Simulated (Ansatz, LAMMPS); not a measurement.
**Convergence of a linear-scaling basis for glassy 46SiO2-16Al2O3-16BaO-16Li2O-5Sc2O3 (mol %) (121 atoms)**

Aim: test how closely localised support functions follow the reference on glassy 46SiO2-16Al2O3-16BaO-16Li2O-5Sc2O3 (mol %) (121 atoms), and at what cost. A setting counts as converged where the r.m.s. difference of forces stays under 1 % of the r.m.s. force.

Program: Ansatz 0.2.0. Level of theory: Kohn-Sham DFT, PBE, PAW (set soft_2), plane waves. Values are calculated unless marked as measured.

## 1. The structure

The cell holds 121 atoms: 17 Si, 12 Al, 6 Ba, 12 Li, 4 Sc and 70 O. Cell: a = 11.676 Å, b = 11.676 Å, c = 11.676 Å, α = 90.0°, β = 90.0°, γ = 90.0°. 121 atoms (17 Si, 12 Al, 6 Ba, 12 Li, 4 Sc, 70 O) placed at random at 3.16 g/cm³, melted at 4000 K for 10 ps at fixed volume with the Morse and Coulomb pair potential with partial charges (Pedone, Malavasi, Menziani, Cormack and Segre, J. Phys. Chem. B 110, 11780 (2006)). Quenched from 4000 K to 300 K at 1000 K/ps and fixed volume, held 10 ps at zero pressure, then minimised at fixed cell.

Limits known from the start: The quench rate of 1000 K/ps far exceeds what a furnace or splat quench reaches, so expect more defects and frozen-in strain than in a real sample. The network of bonds at the start is that of the classical potential that made the cell, and needn't be the one that DFT or experiment would give. The Brillouin zone is sampled at Γ only, in a cell whose shortest periodic width is 12 Å. Spin–orbit coupling is left out, which matters for the levels of the heavy elements.

## 2. The classical run that made the cell

A classical potential makes the cell, at a small fraction of what the same run would cost in DFT.

This step: classical MD, Morse and Coulomb pair potential with partial charges (Pedone, Malavasi, Menziani, Cormack and Segre, J. Phys. Chem. B 110, 11780 (2006)) (LAMMPS 22 Jul 2025 - Update 4).

File in.lmp:

```
# melt-quench of Si17Al12Ba6Li12Sc4O70
units metal
atom_style charge
boundary p p p
region box block 0 11.6490 0 11.6490 0 11.6490
create_box 6 box
mass 1 28.0850   # Si
mass 2 26.9815   # Al
mass 3 137.3270   # Ba
mass 4 6.9400   # Li
mass 5 44.9559   # Sc
mass 6 15.9990   # O
create_atoms 1 random 17 200049 NULL overlap 1.5 maxtry 2000
create_atoms 2 random 12 200056 NULL overlap 1.5 maxtry 2000
create_atoms 3 random 6 200063 NULL overlap 1.5 maxtry 2000
create_atoms 4 random 12 200070 NULL overlap 1.5 maxtry 2000
create_atoms 5 random 4 200077 NULL overlap 1.5 maxtry 2000
create_atoms 6 random 70 200084 NULL overlap 1.5 maxtry 2000
pair_style hybrid/overlay pedone 5.5 coul/long 8.0
pair_coeff * * coul/long
pair_coeff 1 6 pedone 0.340554 2.006700 2.100000 1   # Si-O
pair_coeff 2 6 pedone 0.361581 1.900442 2.164818 0.9   # Al-O
pair_coeff 3 6 pedone 0.065011 1.547596 3.393410 5   # Ba-O
pair_coeff 4 6 pedone 0.001114 3.429506 2.681360 1   # Li-O
pair_coeff 5 6 pedone 0.000333 3.144445 3.200000 2.6   # Sc-O
pair_coeff 6 6 pedone 0.042395 1.379316 3.618701 22   # O-O
set type 1 charge 2.4
set type 2 charge 1.8
set type 3 charge 1.2
set type 4 charge 0.6
set type 5 charge 1.8
set type 6 charge -1.2
kspace_style pppm 1.0e-4
neigh_modify delay 0 every 1 check yes
# [... 22 lines left out ...]
thermo 1666
fix md all npt temp 300 300 0.2 iso 0 0 2
run 5000 post no
unfix md
thermo 100
min_style cg
minimize 0 1e-3 2000 20000
write_dump all custom glass.dump id type xs ys zs modify sort id
```

Started as:

```sh
$ lmp -in in.lmp -log none -nocite
```

What it wrote:

```text
LAMMPS (22 Jul 2025 - Update 4)
Created orthogonal box = (0 0 0) to (11.649 11.649 11.649)
Created 17 atoms
Created 12 atoms
Created 6 atoms
Created 12 atoms
Created 4 atoms
Created 70 atoms
PPPM initialization ...
  G vector (1/distance) = 0.37613258
  grid = 12 12 12
  estimated relative force accuracy = 7.0068951e-05
   Step          Time           Temp          PotEng         Press         Density
         0   0              0             -1.1753463      807404.58      3.1600395
        93   0.186          0             -12.971447     -13666.643      3.1600395
Loop time of 0.122562 s on 1 MPI rank(s) for 93 steps with 121 atoms
Minimization stats:
  Stopping criterion = energy tolerance
  Energy initial, next-to-last, final =
      -1.1753462799436  -12.9701671851121  -12.9714468132582
  Force two-norm initial, final = 338.66629 2.5563718
  Iterations, force evaluations = 93 122
   Step          Time           Temp          PotEng         Press         Density
         0   0              4000          -12.971447      28257.002      3.1600395
       500   1              1940.152      -12.786059      29047.853      3.1600395
      1000   2              1922.4383     -12.771211      24525.131      3.1600395
Loop time of 0.807534 s on 1 MPI rank(s) for 1000 steps with 121 atoms
[... 3 lines left out ...]
      2499   4.998          3981.3167     -12.421152      68264.064      3.1600395
      3332   6.664          3134.6088     -12.419429      44089.446      3.1600395
      4165   8.33           4631.5887     -12.424445      96276.561      3.1600395
      4998   9.996          3826.1729     -12.335246      109854.29      3.1600395
      5831   11.662         3438.0211     -12.442064      86514.394      3.1600395
[... 1 line left out ...]
Loop time of 4.2464 s on 1 MPI rank(s) for 5000 steps with 121 atoms
   Step          Time           Temp          PotEng         Press         Density
[... 12 lines left out ...]
Loop time of 1.53384 s on 1 MPI rank(s) for 1850 steps with 121 atoms
   Step          Time           Temp          PotEng         Press         Density
[... 3 lines left out ...]
     11662   23.324         294.91904     -13.010808      4025.5233      3.1765062
     12850   25.7           302.89102     -13.006781     -325.39651      3.1381569
Loop time of 5.2794 s on 1 MPI rank(s) for 5000 steps with 121 atoms
   Step          Time           Temp          PotEng         Press         Density
     12850   25.7           302.89102     -13.006781     -325.17765      3.1381569
     12868   25.736         302.89102     -13.044766     -5550.2535      3.1381569
Loop time of 0.0641213 s on 1 MPI rank(s) for 18 steps with 121 atoms
Minimization stats:
  Stopping criterion = linesearch alpha is zero
  Energy initial, next-to-last, final =
     -13.0067810892163  -13.0447663159293  -13.0447663159293
  Force two-norm initial, final = 13.199492 0.55699063
  Iterations, force evaluations = 18 67
```

Wall time 12 s (1 thread of Arm Neoverse N1, shared host); peak memory 0.069 GiB.

## 3. Plane-wave single point

This run is the reference for what follows, at a cutoff of 420 eV.

File input.yaml:

```yaml
crystal:
  lattice:
    - [11.67601, 0.0, 0.0]
    - [0.0, 11.67601, 0.0]
    - [0.0, 0.0, 11.67601]
  atoms:
    - { symbol: Si, position: [0.5458, 0.46646, 0.8399] }
    - { symbol: Si, position: [0.76476, 0.54149, 0.9615] }
    - { symbol: Si, position: [0.99586, 0.9456, 0.30159] }
    - { symbol: Si, position: [0.8019, 0.78445, 0.21932] }
    - { symbol: Si, position: [0.87016, 0.79135, 0.95215] }
    - { symbol: Si, position: [0.03291, 0.10707, 0.08306] }
    - { symbol: Si, position: [0.70646, 0.42355, 0.18554] }
    - { symbol: Si, position: [0.73551, 0.68642, 0.59332] }
    - { symbol: Si, position: [0.86728, 0.46296, 0.64266] }
    - { symbol: Si, position: [0.33452, 0.47603, 0.25221] }
    - { symbol: Si, position: [0.46311, 0.03248, 0.70499] }
    - { symbol: Si, position: [0.21864, 0.80013, 0.3711] }
    - { symbol: Si, position: [0.44299, 0.95425, 0.96617] }
    - { symbol: Si, position: [0.12242, 0.53839, 0.6708] }
    - { symbol: Si, position: [0.14269, 0.54137, 0.40466] }
    - { symbol: Si, position: [0.00412, 0.41575, 0.96702] }
    - { symbol: Si, position: [0.70389, 0.27758, 0.74485] }
    - { symbol: Al, position: [0.54758, 0.53649, 0.43894] }
    - { symbol: Al, position: [0.02729, 0.16769, 0.43245] }
    - { symbol: Al, position: [0.11777, 0.98785, 0.85451] }
    - { symbol: Al, position: [0.48638, 0.27937, 0.57074] }
    - { symbol: Al, position: [0.3324, 0.76179, 0.85633] }
    - { symbol: Al, position: [0.11566, 0.70651, 0.86158] }
    - { symbol: Al, position: [0.96978, 0.32901, 0.19832] }
    - { symbol: Al, position: [0.80155, 0.26797, 0.49842] }
    - { symbol: Al, position: [0.62362, 0.12851, 0.36524] }
    - { symbol: Al, position: [0.48505, 0.66326, 0.67111] }
    - { symbol: Al, position: [0.40943, 0.35764, 0.04231] }
    - { symbol: Al, position: [0.23233, 0.49176, 0.9001] }
    - { symbol: Ba, position: [0.12445, 0.2417, 0.692] }
    - { symbol: Ba, position: [0.49639, 0.68276, 0.13308] }
    - { symbol: Ba, position: [0.84304, 0.00921, 0.6715] }
    [... 83 atom lines left out ...]
    - { symbol: O, position: [0.66393, 0.52682, 0.87305] }
    - { symbol: O, position: [0.03887, 0.41763, 0.10189] }
    - { symbol: O, position: [0.18718, 0.66407, 0.35541] }
    - { symbol: O, position: [0.17176, 0.54481, 0.541] }
    - { symbol: O, position: [0.22656, 0.45022, 0.34084] }
    - { symbol: O, position: [0.33384, 0.83878, 0.31618] }
kpoints:
  mp_grid: { grid: [1, 1, 1] }
hamiltonian:
  xc: pbe
scf:
  occupations: { method: gaussian, width: 0.05 }
output:
  forces: true
  stress: true
  populations: intrinsic
  dos:
    method: { smearing: { sigma: 0.15 } }
    de: 0.1
    projected: { site_lists: { Al: [Al], Ba: [Ba], Li: [Li], O: [O], Sc: [Sc] } }
  eigenvalues: true
  write_density: true
  write_potential: true
  volumetric_format: npy
```

Started as:

```sh
$ ansatz run input.yaml --threads 8 --pin off --max-ram 15872MiB --backend cpu --events-out ev --progress --plain --runs-dir out
```

What it wrote:

```text
Engine: ansatz 0.2.0, aarch64-unknown-linux-gnu
Pseudopotentials: kind: paw
Pseudopotential: Si, paw, valence charge 4, recommended cutoff 420 eV (normal), Si.paw.azcp
Pseudopotential: Al, paw, valence charge 3, recommended cutoff 420 eV (normal), Al.paw.azcp
Pseudopotential: Ba, paw, valence charge 10, recommended cutoff 420 eV (normal), Ba.paw.azcp
Pseudopotential: Li, paw, valence charge 3, recommended cutoff 420 eV (normal), Li.paw.azcp
Pseudopotential: Sc, paw, valence charge 11, recommended cutoff 420 eV (normal), Sc.paw.azcp
Pseudopotential: O, paw, valence charge 6, recommended cutoff 420 eV (normal), O.paw.azcp
[... 5 lines on functional and potentials left out ...]
Crystal: 121 atoms, lattice volume = 1591.781 Å³
Basis set: ecut = 420 eV, 31103 PW (Γ), exchange–correlation on 160×160×160 points (8 copies of the dense FFT grid, shifted against one another)
Bands: 453, of which v1, the nominal top of the filled ones, is band 332 counted from 1 (331 counted from 0)
Symmetry: 1 space group operations
Space group: P1 (ITA 1), of the structure as read, at distance tolerance 1.2e-4 Å
k-points: 1
[... 13 lines on functional and potentials left out ...]
Initial density: superposition of atomic densities (neutral atoms: chi_scale 0, normalization atom), corrected by the library's trained network
Initial wavefunctions: pseudopotential atomic-orbital guess
Functional: x = pbe(κ = 0.804, μ = 0.219515), c = pbe(β = 0.066725)
SCF iter   1: F=—  HF=-103828.791401 eV  |F-HF|=—  |Δ(HF+E_count)|=         —  Δρ=2.43e-3  dr2=1.29e-1  ethr=1.77e-3  ⟨swp⟩=6.0  Hψ=2034  notcnv=0  defer=83
preconditioner: auto → Resta (q_TF=auto, 2.358 Å⁻¹)  ε∞=3.6  [insulator: Δε(μ)=3.431 eV  Ē_g=14.168 eV  σ=0.050 eV  W_gap=1.00  n_scr=364 (ndim 8)  ℏωp=22.7 eV  f_vac=0.087  D(μ)=0.00/eV (n_scr^D=0)  ε∞_Penn≈3.6]
SCF iter   2: F=—  HF=-103828.789729 eV  |F-HF|=—  |Δ(HF+E_count)|=   1.67e-3  Δρ=1.43e-3  dr2=3.38e-2  ethr=1.94e-5  ⟨swp⟩=2.0  Hψ=763  notcnv=0  defer=88
SCF iter   3: F=—  HF=-103828.789323 eV  |F-HF|=—  |Δ(HF+E_count)|=   4.07e-4  Δρ=6.10e-4  dr2=1.07e-2  ethr=5.09e-6  ⟨swp⟩=2.0  Hψ=593  notcnv=0  defer=88
SCF iter   4: F=—  HF=-103828.789570 eV  |F-HF|=—  |Δ(HF+E_count)|=   2.47e-4  Δρ=2.63e-4  dr2=1.34e-3  ethr=1.61e-6  ⟨swp⟩=2.0  Hψ=639  notcnv=0  defer=88
SCF iter   5: F=—  HF=-103828.789480 eV  |F-HF|=—  |Δ(HF+E_count)|=   8.91e-5  Δρ=1.49e-4  dr2=3.74e-4  ethr=2.02e-7  ⟨swp⟩=2.0  Hψ=641  notcnv=0  defer=88
SCF iter   6: F=—  HF=-103828.789497 eV  |F-HF|=—  |Δ(HF+E_count)|=   1.63e-5  Δρ=5.90e-5  dr2=6.13e-5  ethr=5.63e-8  ⟨swp⟩=2.0  Hψ=568  notcnv=0  defer=88
SCF iter   7: F=—  HF=-103828.788513 eV  |F-HF|=—  |Δ(HF+E_count)|=   9.84e-4  Δρ=2.89e-5  dr2=1.30e-5  ethr=9.23e-9  ⟨swp⟩=2.0  Hψ=785  notcnv=0  defer=114
SCF iter   8: F=—  HF=-103828.788516 eV  |F-HF|=—  |Δ(HF+E_count)|=   2.97e-6  Δρ=1.01e-5  dr2=1.83e-6  ethr=1.95e-9  ⟨swp⟩=2.0  Hψ=593  notcnv=0  defer=114
SCF iter   9: F=—  HF=-103828.788517 eV  |F-HF|=—  |Δ(HF+E_count)|=   1.39e-6  Δρ=4.61e-6  dr2=3.50e-7  ethr=2.76e-10  ⟨swp⟩=2.0  Hψ=582  notcnv=0  defer=114
SCF iter  10: F=-103828.788517 eV  HF=-103828.788517 eV  |F-HF|=4.70e-9  |Δ(HF+E_count)|=   1.85e-7  Δρ=2.28e-6  dr2=8.53e-8  ethr=1.51e-11  ⟨swp⟩=23.0  Hψ=4317  notcnv=0
SCF 1 converged in 10 iterations: F = -103828.788517 eV  dr2 = 8.53e-8
  greatest PAW one-centre occupation: 1.000 electrons in one spin orbital (limit 2), on the Li atom at site 37 (counted from 0), in its partial waves of l = 0
SCF converged after 10 iterations
Free energy (F): -103828.788517 eV
Harris-Foulkes:  -103828.788517 eV  (|F-HF|=4.70e-9)
Internal energy: -103828.788517 eV  (E = F + TS)
E sigma→0 (E₀):  -103828.788517 eV
Fermi energy:    6.734735 eV
--- Per-component energies (eV) ---
  E_band       = -3514.675867
  E_kinetic    = 15899.496986
  E_local      = -41793.958849  (includes V_loc(G=0)·N_el)
  E_nonlocal   = 4163.859723
  E_hartree    = 15519.403159
  E_xc         = -8227.640314
  E_vxc        = -9349.951640  (∫ρ·V_xc dr)
  E_paw        = -60872.331197  (= ΣΔE_a)
  E_vpaw       = -3473.101444  (= ΣTr[D̂ρ^β])
  E_aug_tail   = 0.177973  (compensation charges beyond the density's cutoff)
  E_ewald      = -28517.795999
  E_smearing   = -0.000000  (= −TS)
  E_closure    = -0.000000  (closes the sum)
  Σ components = -103828.788517   (vs F -103828.788517, Δ=0.00e0)
--- Forces (eV/Å), atoms counted from 1 ---
  atom   1  Si     0.80468998    -0.64497137     0.78680979
  atom   2  Si     0.34191218    -1.15799980     1.27963221
  atom   3  Si     0.96298676     0.17659671    -0.77722650
  atom   4  Si     0.88727903    -0.68438824    -1.12142787
  atom   5  Si    -0.09593956    -1.60233446     1.06103873
  atom   6  Si     0.78481925     0.13997582    -0.01315404
  atom   7  Si     0.28842392     0.22359692    -0.85824298
  atom   8  Si    -0.97448940    -1.75181413    -0.67798396
  atom   9  Si    -1.20210194     0.07708749    -0.93857976
  atom  10  Si     0.46829067     0.87478708    -0.09389698
  atom  11  Si     0.59217800    -0.00953673     0.04708355
  atom  12  Si    -0.85094859    -0.24475418     0.41177958
  atom  13  Si    -0.57701416     0.01036758    -1.15998078
  atom  14  Si    -0.81044786     0.60574440     0.38820624
[...]
atom 120  O     -0.39402055    -1.46808550     0.70932686
  atom 121  O      2.10544126     0.83799902    -1.13374449
  max |Σ_I F_I| component: 1.07e-4 eV/Å
--- Stress (GPa, compression-positive) ---
        3.929707       1.170492       0.476752
        1.170492       5.981945       0.229769
        0.476753       0.229771       5.491877
  P = ⅓ Tr σ = 5.1345 GPa (51.345 kbar)
--- Band table (eV) ---
  k-point 0: bands = ["-43.9955", "-43.9508", "-42.7659", "-42.4404", [... 437 levels ...], "13.7206", "13.7403", "13.7525", "13.7674", "13.7929", "13.8263", "13.8448", "13.8575", "13.8697", "13.8845", "13.9166", "13.9222"]
--- intrinsic populations: 121 sites ---
  site symbol       q [e]
     0     Si      2.2568
     1     Si      2.2552
     2     Si      2.2900
[...]
120      O      7.1447
  spilling = 0.000000 (of n_electrons = 664.000000)
```

Wall time 33 s (8 threads of Arm Neoverse N1, shared host); peak memory 2.4 GiB; 4.1 min of CPU time.

Read from the output:

```
free energy                                      : -103828.7885 eV
free energy per atom                             : -858.0892 eV/atom
SCF cycles                                       : 10
pressure                                         : 5.135 GPa
r.m.s. force component                           : 0.8297 eV/Å
longest force                                    : 3.3 eV/Å
Fermi energy                                     : 6.735 eV
gap (highest filled to lowest empty level) : 3.216 eV
```

The r.m.s. force component of 0.83 eV/Å and the pressure of 5.1 GPa set the scale for the differences below.

## 4. Support functions low

With localised support functions most steps grow linearly with size, though the diagonalisation grows faster unless the density matrix is cut; this run measures error and cost at this size.

This step: Kohn-Sham DFT, PBE, PAW (set soft_2), localised support functions (low) (Ansatz 0.2.0).

input.yaml, the sections that differ from step 3:

```yaml
scf:
  occupations: { method: gaussian, width: 0.05 }
  eigensolver: { kind: { support_functions: { accuracy: low } } }
  max_iter: 150
output:
  forces: true
  eigenvalues: true
# crystal, kpoints, hamiltonian: as in step 3
```

What it wrote:

```text
Warning: scf.eigensolver.kind.support_functions: disabling space-group detection — the functions' gradient is summed over unrotated k-points, so no spatial operation reduces the k-mesh or symmetrises the density; time reversal is kept, so that k and −k are solved as one point where they differ and the mesh holds both, and exact exchange and, on two spinor components, a DFT+U term hold to it where the run has them: [...]
settings of this run that can trade accuracy for cost: scf.eigensolver.kind.support_functions; scf.eigensolver.kind.support_functions.accuracy: low [...]
[...]
Crystal: 121 atoms, lattice volume = 1591.781 Å³
Basis set: ecut = 420 eV, 31103 PW (Γ), exchange–correlation on 180×180×180 points (8 copies of the dense FFT grid, shifted against one another)
Bands: 399, of which v1, the nominal top of the filled ones, is band 332 counted from 1 (331 counted from 0)
Symmetry: 1 space group operations
k-points: 1
[...]
SCF iter   1: F=—  HF=-103828.219055 eV  |F-HF|=—  |Δ(HF+E_count)|=         —  Δρ=1.22e-1  dr2=5.70e2  ethr=1.00e-1
[...]
SCF iter  12: F=—  HF=-103829.268031 eV  |F-HF|=—  |Δ(HF+E_count)|=   5.96e-3  Δρ=4.32e-5  dr2=7.82e-5  ethr=4.24e-8  κ⁻¹=8.4e-6(r=7)
SCF iter  13: F=-103829.272564 eV  HF=-103829.272572 eV  |F-HF|=8.68e-6  |Δ(HF+E_count)|=   4.54e-3  Δρ=1.86e-5  dr2=1.83e-5  ethr=1.18e-8
SCF 1 converged in 13 iterations: F = -103829.319955 eV  dr2 = 1.83e-5
[...]
SCF converged after 13 iterations
Stability not checked: this state was not tested for a lower state beside it, because the mixer in use, unlike msr1, does not test its closes by its own steps (another_mixer; see scf.mixing.algorithm and scf.lower_state_search)
Free energy (F): -103829.319955 eV
[...]
Internal energy: -103829.319955 eV  (E = F + TS)
E sigma→0 (E₀):  -103829.319955 eV
Fermi energy:    6.735900 eV
[...]
Σ components = -103829.319955   (vs F -103829.319955, Δ=0.00e0)
--- Forces (eV/Å), atoms counted from 1 ---
  atom   1  Si     0.80337311    -0.64750296     0.78503376
  atom   2  Si     0.34262056    -1.16024109     1.28200430
  atom   3  Si     0.96120661     0.17899733    -0.77626340
  atom   4  Si     0.88450811    -0.68251504    -1.11941535
[...]
atom 121  O      2.10375930     0.83812631    -1.13374967
  max |Σ_I F_I| component: 1.49e-2 eV/Å
--- Band table (eV) ---
[...]
```

It took 2.7 min on 8 threads; peak memory 5.5 GiB; 21 min of CPU time.

The program notes that the band table was not solved further than the SCF left it and it switched symmetry off.

Keys that differ from the reference: support_functions.accuracy = "low" and scf.max_iter = 150.

Forces differ from the reference by 1.3 meV/Å r.m.s., 0.15 % of their size, well within a tolerance of 1 %; the energy by -4.4 meV/atom. It took roughly 5.0 times the reference's time (one timing each, with unlike analyses asked), in 13 cycles against 10.

[end of part 1 of 3]

[Long decimals in the printed logs are rounded to 6 places.]

[Logs are printed without paths, hosts, clocks, repeated set-up lines and the standing remarks that a program may print on its own settings, such as how far it seeks lower states.]

[Hosts, paths, dates, database ids (printed as entryN), source tags and the programs' standing remarks are cut or masked in the printed files.]
